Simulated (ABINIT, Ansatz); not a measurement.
## CaTlCl3 (Pm-3m): zone-centre phonons

Aim: the zone-centre modes of CaTlCl3 (Pm-3m).

Main program and level: ABINIT 10.8.3; DFT LDA, scalar-relativistic, plane waves, PseudoDojo norm-conserving pseudopotentials.

The structure was built from a prototype and need not be the compound's stable phase.

**1. Set-up**

The structure is cubic, space group Pm-3m (No. 221). The conventional cell has a = 5.177 Å, b = 5.177 Å, c = 5.177 Å, α = 90.00°, β = 90.00°, γ = 90.00°. Nearest to Tl lie 12 Cl at 3.66 Å. Nearest to Ca lie 6 Cl at 2.59 Å. Cl has 2 Ca at 2.59 Å nearest. Farther neighbours and most contacts between anions are not listed.

**2. Relaxing the cell and atoms**

The harmonic expansion needs vanishing forces, and a free crystal bears no stress, so cell and atoms are brought to rest. Stress is more sensitive to the basis than forces are: the last 3 Ha under the cutoff are smoothed with ecutsm, and the cutoff is raised above that of the later runs.

The starting cell comes from a relaxation made beforehand in Ansatz (LDA, PseudoDojo NC).

File relax.abi:

```
# relaxation
ionmov 2
optcell 2
dilatmx 1.08
ntime 40
tolmxf 1.0d-05
tolvrs 1.0d-14
prtwf 0
prtden 0
chksymtnons 0

# basis, mesh and filling
ecut 38.0
ecutsm 3.0
ngkpt 4 4 4
nshiftk 1
shiftk 0.0 0.0 0.0
istwfk *1
occopt 1
nband 22
nstep 100
diemac 9.0
prtebands 0
prtgsr 0
useylm 1

# cell and atoms
acell 3*1.0 Angstrom
rprim 
    5.177250498 0.0 0.0
    0.0 5.177250498 0.0
    0.0 0.0 5.177250498
ntypat 3
znucl 81 20 17
natom 5
typat 1 2 3 3 3
xred 
    0.0 0.0 0.0
    0.5 0.5 0.5
    0.5 0.5 0.0
    0.5 0.0 0.5
    0.0 0.5 0.5
pp_dirpath "./pseudo"
pseudos "Tl.upf, Ca.upf, Cl.upf"
```

The run is started by

```sh
OMP_NUM_THREADS=1 mpirun -n 4 abinit relax.abi > relax.log
```

Numbers of over 12 decimals in the logs are rounded to 6 here.

relax.abo, the main output file:

```text
[banners, grids, parts of the stress and lines that vanish by symmetry left out]
- input  file    -> relax.abi
- output file    -> relax.abo
- root for input  files -> relaxi
[...]
Symmetries : space group Pm -3 m (#221); Bravais cP (primitive cubic)
[...]
mpw =       13264          nfft =      216000          nkpt =          10
[...]
== DATASET  1 ==================================================================
[...]
cutoff_energies: {ecut:  38.0, pawecutdg:  -1.0, }
[...]
ETOT  1  -146.20791952431    -1.462E+02 3.205E-01 8.935E+03
 ETOT  2  -147.98890562938    -1.781E+00 1.743E-01 7.764E+03
 ETOT  3  -148.77672052718    -7.878E-01 8.395E-02 6.238E+02
 ETOT  4  -148.84686228755    -7.014E-02 3.123E-03 2.677E+02
 ETOT  5  -148.87154433978    -2.468E-02 3.595E-04 1.875E+01
[...]
ETOT 19  -148.87305877387     8.470E-12 2.116E-17 4.475E-14
 ETOT 20  -148.87305877388    -9.265E-12 3.294E-18 1.535E-15
 At SCF step   20       vres2   =  1.53E-15 < tolvrs=  1.00E-14 =>converged.
[...]
sigma(1 1)=  7.17527360E-08  sigma(3 2)=  0.00000000E+00
  sigma(2 2)=  7.17527360E-08  sigma(3 1)=  0.00000000E+00
  sigma(3 3)=  7.17527360E-08  sigma(2 1)=  0.00000000E+00
[...]
convergence: {deltae: -9.265E-12, res2:  1.535E-15, residm:  3.294E-18, diffor: null, }
etotal    :  -1.48873059E+02
[...]
At Broyd/MD step   1, gradients are converged :
[...]
sigma(1 1)=  7.17527360E-08  sigma(3 2)=  0.00000000E+00
  sigma(2 2)=  7.17527360E-08  sigma(3 1)=  0.00000000E+00
  sigma(3 3)=  7.17527360E-08  sigma(2 1)=  0.00000000E+00
[...]
- sigma(1 1)=  2.11103838E-03  sigma(3 2)=  0.00000000E+00
- sigma(2 2)=  2.11103838E-03  sigma(3 1)=  0.00000000E+00
- sigma(3 3)=  2.11103838E-03  sigma(2 1)=  0.00000000E+00
[...]
fcart     -0.0000000000E+00 -0.0000000000E+00 -0.0000000000E+00
           strten      7.1752735960E-08  7.1752735956E-08  7.1752735956E-08
================================================================================

[key lines of the parts left out:]
pressure_GPa:  -2.1110E-03
Total energy (etotal) [Ha]= -1.48873058773884E+02
```

Elapsed: 56 s, on 4 MPI ranks of Intel Xeon Platinum 8488C (Sapphire Rapids), shared host; 3.7 min of CPU time.

Little changed from the start: no atom moved by 0.005 Å and no cell edge by 0.1 %.

Numbers from this step:

| Property | Result |
| --- | --- |
| volume per atom | 27.75 Å³ |
| pressure | -0.002111 GPa |

**3. Self-consistent run for the response**

First-order wavefunctions inherit every error of the ground state, hence the very tight tolvrs. The mesh is shifted off Γ, since shifted meshes converge sums over the zone faster.

File gs.abi:

```
# ground state
tolvrs 1.0d-16
prtden 1
prtwf 1

# basis, mesh and filling
ecut 30.0
ngkpt 4 4 4
nshiftk 1
shiftk 0.5 0.5 0.5
istwfk *1
occopt 1
nband 22
nstep 100
diemac 9.0
prtebands 0
prtgsr 0
useylm 1

# cell and atoms
acell 3*1.0 Angstrom
rprim 
    5.177250501 0.0 0.0
    0.0 5.177250501 0.0
    0.0 0.0 5.177250501
ntypat 3
znucl 81 20 17
natom 5
typat 1 2 3 3 3
xred 
    0.0 0.0 0.0
    0.5 0.5 0.5
    0.5 0.5 0.0
    0.5 0.0 0.5
    0.0 0.5 0.5
pp_dirpath "./pseudo"
pseudos "Tl.upf, Ca.upf, Cl.upf"
```

The run is started by

```sh
OMP_NUM_THREADS=1 mpirun -n 4 abinit gs.abi > gs.log
```

gs.abo, the main output file:

```text
[banners, grids, parts of the stress and lines that vanish by symmetry left out]
- input  file    -> gs.abi
- output file    -> gs.abo
- root for input  files -> gsi
[...]
Symmetries : space group Pm -3 m (#221); Bravais cP (primitive cubic)
[...]
mpw =        7355          nfft =      125000          nkpt =           4
[...]
== DATASET  1 ==================================================================
[...]
cutoff_energies: {ecut:  30.0, pawecutdg:  -1.0, }
[...]
ETOT  1  -145.42621835011    -1.454E+02 3.341E-01 7.813E+03
 ETOT  2  -147.72979034405    -2.304E+00 7.937E-02 6.509E+03
 ETOT  3  -148.77046173354    -1.041E+00 1.277E-02 6.107E+02
 ETOT  4  -148.82515719683    -5.470E-02 3.066E-04 3.464E+02
 ETOT  5  -148.86849064032    -4.333E-02 9.140E-04 4.441E+01
[...]
ETOT 24  -148.87291689362    -4.945E-12 1.284E-20 1.809E-16
 ETOT 25  -148.87291689361     3.268E-12 1.451E-21 3.738E-18
 At SCF step   25       vres2   =  3.74E-18 < tolvrs=  1.00E-16 =>converged.
[...]
sigma(1 1)=  2.47039981E-06  sigma(3 2)=  0.00000000E+00
  sigma(2 2)=  2.47039981E-06  sigma(3 1)=  0.00000000E+00
  sigma(3 3)=  2.47039981E-06  sigma(2 1)=  0.00000000E+00
[...]
convergence: {deltae:  3.268E-12, res2:  3.738E-18, residm:  1.451E-21, diffor: null, }
etotal    :  -1.48872917E+02
[...]
sigma(1 1)=  2.47039981E-06  sigma(3 2)=  0.00000000E+00
  sigma(2 2)=  2.47039981E-06  sigma(3 1)=  0.00000000E+00
  sigma(3 3)=  2.47039981E-06  sigma(2 1)=  0.00000000E+00
[...]
- sigma(1 1)=  7.26816716E-02  sigma(3 2)=  0.00000000E+00
- sigma(2 2)=  7.26816716E-02  sigma(3 1)=  0.00000000E+00
- sigma(3 3)=  7.26816716E-02  sigma(2 1)=  0.00000000E+00
[...]
fcart     -0.0000000000E+00 -0.0000000000E+00 -0.0000000000E+00
           strten      2.4703998069E-06  2.4703998069E-06  2.4703998069E-06
================================================================================

[key lines of the parts left out:]
pressure_GPa:  -7.2682E-02
```

Elapsed: 16 s, on 4 MPI ranks.

This step gave:

```yaml
pressure: -0.07268 GPa
```

The cell stands at -0.073 GPa, close enough for phonons.

**4. Empty bands**

Empty bands on the ground state's density check that the gap assumed so far is there in this cell.

File gap.abi:

```
# empty bands on the ground state's density
iscf -2
getden_filepath "gso_DEN"
tolwfr 1.0d-12
nbdbuf 2
prtwf 0

# basis, mesh and filling
ecut 30.0
ngkpt 4 4 4
nshiftk 1
shiftk 0.0 0.0 0.0
istwfk *1
occopt 1
nband 26
nstep 100
diemac 9.0
prtebands 0
prtgsr 0
useylm 1

# cell and atoms
acell 3*1.0 Angstrom
rprim 
    5.177250501 0.0 0.0
    0.0 5.177250501 0.0
    0.0 0.0 5.177250501
ntypat 3
znucl 81 20 17
natom 5
typat 1 2 3 3 3
xred 
    0.0 0.0 0.0
    0.5 0.5 0.5
    0.5 0.5 0.0
    0.5 0.0 0.5
    0.0 0.5 0.5
pp_dirpath "./pseudo"
pseudos "Tl.upf, Ca.upf, Cl.upf"
```

The run is started by

```sh
OMP_NUM_THREADS=1 mpirun -n 4 abinit gap.abi > gap.log
```

gap.abo, the main output file:

```text
[banners, grids, parts of the stress and lines that vanish by symmetry left out]
- input  file    -> gap.abi
- output file    -> gap.abo
- root for input  files -> gapi
[...]
Symmetries : space group Pm -3 m (#221); Bravais cP (primitive cubic)
[...]
mpw =        7400          nfft =      125000          nkpt =          10
[...]
== DATASET  1 ==================================================================
[...]
cutoff_energies: {ecut:  30.0, pawecutdg:  -1.0, }
[...]
-outvars: echo values of variables after computation
            acell      1.8897261259E+00  1.8897261259E+00  1.8897261259E+00 Bohr
================================================================================
```

The job ended after 27 s (4 MPI ranks).

Numbers from this step:

* gap on the k-mesh: 3.764 eV

In this cell the gap on the mesh is 3.8 eV, indirect (smallest direct 4.1 eV), so fixed occupations hold.

**5. Zone-centre response**

The derivative of the wavefunctions by k comes first, since the response to a field is built on it; then the field and the displacements that symmetry doesn't supply are solved at q = 0.

It reads the wavefunctions written in step 3.

File dfpt_gamma.abi:

```
ndtset 2

# common to the responses
getwfk_filepath "gso_WFK"
kptopt 2
nqpt 1
qpt 0.0 0.0 0.0
asr 0
chneut 0

# d/dk
rfelfd1 2
rfdir1 1 1 1
iscf1 -3
tolwfr1 1.0d-20

# displacements, field
rfphon2 1
rfatpol2 1 5
rfdir2 1 1 1
rfelfd2 3
getddk2 1
tolvrs2 1.0d-10
prtwf2 0

# basis, mesh and filling
ecut 30.0
ngkpt 4 4 4
nshiftk 1
shiftk 0.5 0.5 0.5
istwfk *1
occopt 1
nband 22
nstep 100
diemac 9.0
prtebands 0
prtgsr 0
useylm 1

# cell and atoms
acell 3*1.0 Angstrom
rprim 
    5.177250501 0.0 0.0
    0.0 5.177250501 0.0
    0.0 0.0 5.177250501
ntypat 3
znucl 81 20 17
natom 5
typat 1 2 3 3 3
xred 
    0.0 0.0 0.0
    0.5 0.5 0.5
    0.5 0.5 0.0
    0.5 0.0 0.5
    0.0 0.5 0.5
pp_dirpath "./pseudo"
pseudos "Tl.upf, Ca.upf, Cl.upf"
```

The run is started by

```sh
OMP_NUM_THREADS=1 mpirun -n 4 abinit dfpt_gamma.abi > dfpt_gamma.log
```

dfpt_gamma.abo, the main output file:

```text
[banners, grids, parts of the stress and lines that vanish by symmetry left out]
- input  file    -> dfpt_gamma.abi
- output file    -> dfpt_gamma.abo
- root for input  files -> dfpt_gammai
[...]
DATASET    1 : space group Pm -3 m (#221); Bravais cP (primitive cubic)
[...]
nfft =      125000          nkpt =          32
[...]
DATASET    2 : space group Pm -3 m (#221); Bravais cP (primitive cubic)
[...]
nfft =      125000          nkpt =          32
[...]
== DATASET  1 ==================================================================
[...]
cutoff_energies: {ecut:  30.0, pawecutdg:  -1.0, }
[...]
- 17.00000   7.00000  180309                  znucl, zion, pspdat
[...]
Perturbation : derivative vs k along direction   1
[...]
-ETOT  1  -23.490651630228     -2.349E+01 5.693E-02 0.000E+00
 ETOT  2  -23.622986589730     -1.323E-01 6.018E-03 0.000E+00
 ETOT  3  -23.629021080156     -6.034E-03 2.272E-04 0.000E+00
 ETOT  4  -23.629396705518     -3.756E-04 1.715E-05 0.000E+00
 ETOT  5  -23.629425246028     -2.854E-05 1.713E-06 0.000E+00
[...]
At SCF step   20   max residual=  9.91E-21 < tolwfr=  1.00E-20 =>converged.
[...]
Perturbation : derivative vs k along direction   2
[...]
-ETOT  1  -23.490121452177     -2.349E+01 5.693E-02 0.000E+00
[...]
At SCF step   20   max residual=  9.89E-21 < tolwfr=  1.00E-20 =>converged.
[...]
Perturbation : derivative vs k along direction   3
[...]
-ETOT  1  -23.490651626511     -2.349E+01 5.693E-02 0.000E+00
[...]
At SCF step   20   max residual=  9.91E-21 < tolwfr=  1.00E-20 =>converged.
[...]
1        1       0.9710357624   -0.0000000000
     1        2       0.0000000000    0.0000000000
     1        3       0.0000000000    0.0000000000
     2        1       0.0000000000    0.0000000000
     2        2       0.9710357624   -0.0000000000
     2        3       0.0000000000    0.0000000000
     3        1       0.0000000000    0.0000000000
     3        2       0.0000000000    0.0000000000
     3        3       0.9710357624    0.0000000000
[...]
== DATASET  2 ==================================================================
[...]
cutoff_energies: {ecut:  30.0, pawecutdg:  -1.0, }
[...]
Perturbation : displacement of atom   1   along direction   1
[...]
-ETOT  1   5.991655     -1.505E+04 2.658E+01 1.417E+02
[...]
At SCF step   13       vres2   =  1.87E-11 < tolvrs=  1.00E-10 =>converged.
[...]
Perturbation : displacement of atom   2   along direction   1
[...]
-ETOT  1   15.988177070146     -4.346E+03 1.754E+01 5.736E+03
[...]
At SCF step   15       vres2   =  9.89E-12 < tolvrs=  1.00E-10 =>converged.
[...]
Perturbation : displacement of atom   3   along direction   1
[...]
-ETOT  1   1.893921     -1.191E+03 2.447E+00 9.261E+02
[...]
At SCF step   15       vres2   =  3.62E-12 < tolvrs=  1.00E-10 =>converged.
[...]
Perturbation : displacement of atom   3   along direction   3
[...]
-ETOT  1   11.781985859371     -1.210E+03 2.321E+00 5.413E+03
[...]
At SCF step   14       vres2   =  7.49E-11 < tolvrs=  1.00E-10 =>converged.
[...]
Perturbation : homogeneous electric field along direction   1
[...]
-ETOT  1  -59.548616595788     -5.955E+01 9.537E-01 3.218E+04
[...]
ETOT 14  -80.618437266224     -8.370E-12 5.471E-13 7.136E-10
 ETOT 15  -80.618437266226     -1.833E-12 1.432E-13 3.423E-12
 At SCF step   15       vres2   =  3.42E-12 < tolvrs=  1.00E-10 =>converged.
[...]
Dielectric tensor, in cartesian coordinates,
[...]
1    7   1    7         3.6229285226        -0.0000000000
   1    7   2    7        -0.0000000000        -0.0000000000
   1    7   3    7        -0.0000000000        -0.0000000000
   2    7   1    7        -0.0000000000        -0.0000000000
   2    7   2    7         3.6229285226        -0.0000000000
   2    7   3    7        -0.0000000000        -0.0000000000
   3    7   1    7        -0.0000000000        -0.0000000000
   3    7   2    7        -0.0000000000        -0.0000000000
   3    7   3    7         3.6229285226        -0.0000000000
  Effective charges, in cartesian coordinates,
[...]
1    1   1    7         1.8190125069         0.0000000000
   2    1   1    7         0.0000000000         0.0000000000
   3    1   1    7         0.0000000000         0.0000000000
   1    2   1    7         2.4204639499         0.0000000000
   2    2   1    7         0.0000000000         0.0000000000
[...]
Effective charges, in cartesian coordinates,
[...]
2    7   1    5         0.0000000000         0.0000000000
   3    7   1    5         0.0000000000         0.0000000000
   1    7   2    5         0.0000000000         0.0000000000
   2    7   2    5        -1.1559838626         0.0000000000
   3    7   2    5         0.0000000000         0.0000000000
   1    7   3    5         0.0000000000         0.0000000000
   2    7   3    5         0.0000000000         0.0000000000
   3    7   3    5        -1.1559838626         0.0000000000
  Phonon wavevector (reduced coordinates) :  0.00000  0.00000  0.00000
 Phonon energies in Hartree :
[...]
Phonon frequencies in cm-1    :
- -5.266726E+01 -5.266726E+01 -5.266726E+01 -2.396639E+01 -2.396639E+01
- -2.396639E+01  1.230393E+00  1.230393E+00  1.230394E+00  8.386942E+01
-  8.386942E+01  8.386942E+01  3.295255E+02  3.295255E+02  3.295255E+02
  Phonon at Gamma, with non-analyticity in the
[...]
Phonon energies in Hartree :
[...]
Phonon frequencies in cm-1    :
- -5.266726E+01 -5.266726E+01 -2.396639E+01 -2.396639E+01 -2.396639E+01
-  1.227157E+00  1.230393E+00  1.230393E+00  3.601342E+01  8.386942E+01
-  8.386942E+01  1.124603E+02  3.295255E+02  3.295255E+02  3.637819E+02
  Phonon at Gamma, with non-analyticity in the
[...]
Phonon energies in Hartree :
[...]
Phonon frequencies in cm-1    :
- -5.266726E+01 -5.266726E+01 -2.396639E+01 -2.396639E+01 -2.396639E+01
-  1.227157E+00  1.230393E+00  1.230394E+00  3.601342E+01  8.386942E+01
-  8.386942E+01  1.124603E+02  3.295255E+02  3.295255E+02  3.637819E+02
  Phonon at Gamma, with non-analyticity in the
[...]
Phonon energies in Hartree :
[...]
Phonon frequencies in cm-1    :
- -5.266726E+01 -5.266726E+01 -2.396639E+01 -2.396639E+01 -2.396639E+01
-  1.227156E+00  1.230393E+00  1.230394E+00  3.601342E+01  8.386942E+01
-  8.386942E+01  1.124603E+02  3.295255E+02  3.295255E+02  3.637819E+02
[...]
fcart2     0.0000000000E+00  0.0000000000E+00  0.0000000000E+00
           strten2     0.0000000000E+00  0.0000000000E+00  0.0000000000E+00
================================================================================
```

It took 5.6 min on 4 MPI ranks; 22 min of CPU time.

Numbers from this step:

```yaml
miss_of_the_charge_sum_rule: 0.008697 e
largest_acoustic_frequency_at_the_zone_centre_before_the_sum_rule: 1.23 cm⁻¹
highest_optical_zone_centre_mode_no_lo_to_term: 329.5 cm⁻¹
lowest_optical_zone_centre_mode: -52.67 cm⁻¹
mean_high_frequency_dielectric_constant: 3.623
largest_born_charge_in_size_third_of_the_trace: 2.421 e
```

Born charge (rows field, columns displacement), before the sum rule (e), principal values of the symmetric part by kind of site:

```csv
atom,atoms with these values,low,middle,high,mean
Tl1,1,1.82,1.82,1.82,1.82
Ca2,1,2.42,2.42,2.42,2.42
Cl3,3,-1.92,-1.16,-1.16,-1.41
```

In full for Ca2:

```
2.42 0.00 0.00
0.00 2.42 0.00
0.00 0.00 2.42
```

High-frequency dielectric tensor:

```
3.62 0.00 0.00
0.00 3.62 0.00
0.00 0.00 3.62
```

The acoustic modes at Γ come out as far as 1.2 cm⁻¹ from zero, where they should vanish, a small numerical error; the Born charges miss their sum rule by 0.0087 e, which is good. The lowest optical mode is imaginary, 53i cm⁻¹, an instability at this level and on this k mesh.

[end of part 1 of 2]

[Host names and launcher messages were left out of these logs when they were recorded.]

[Logs are printed without paths, hosts, clocks, repeated set-up lines and the standing remarks that a program may print on its own settings, such as how far it seeks lower states.]

[Hosts, paths, dates, database ids (printed as entryN), source tags and the programs' standing remarks are cut or masked in the printed files.]
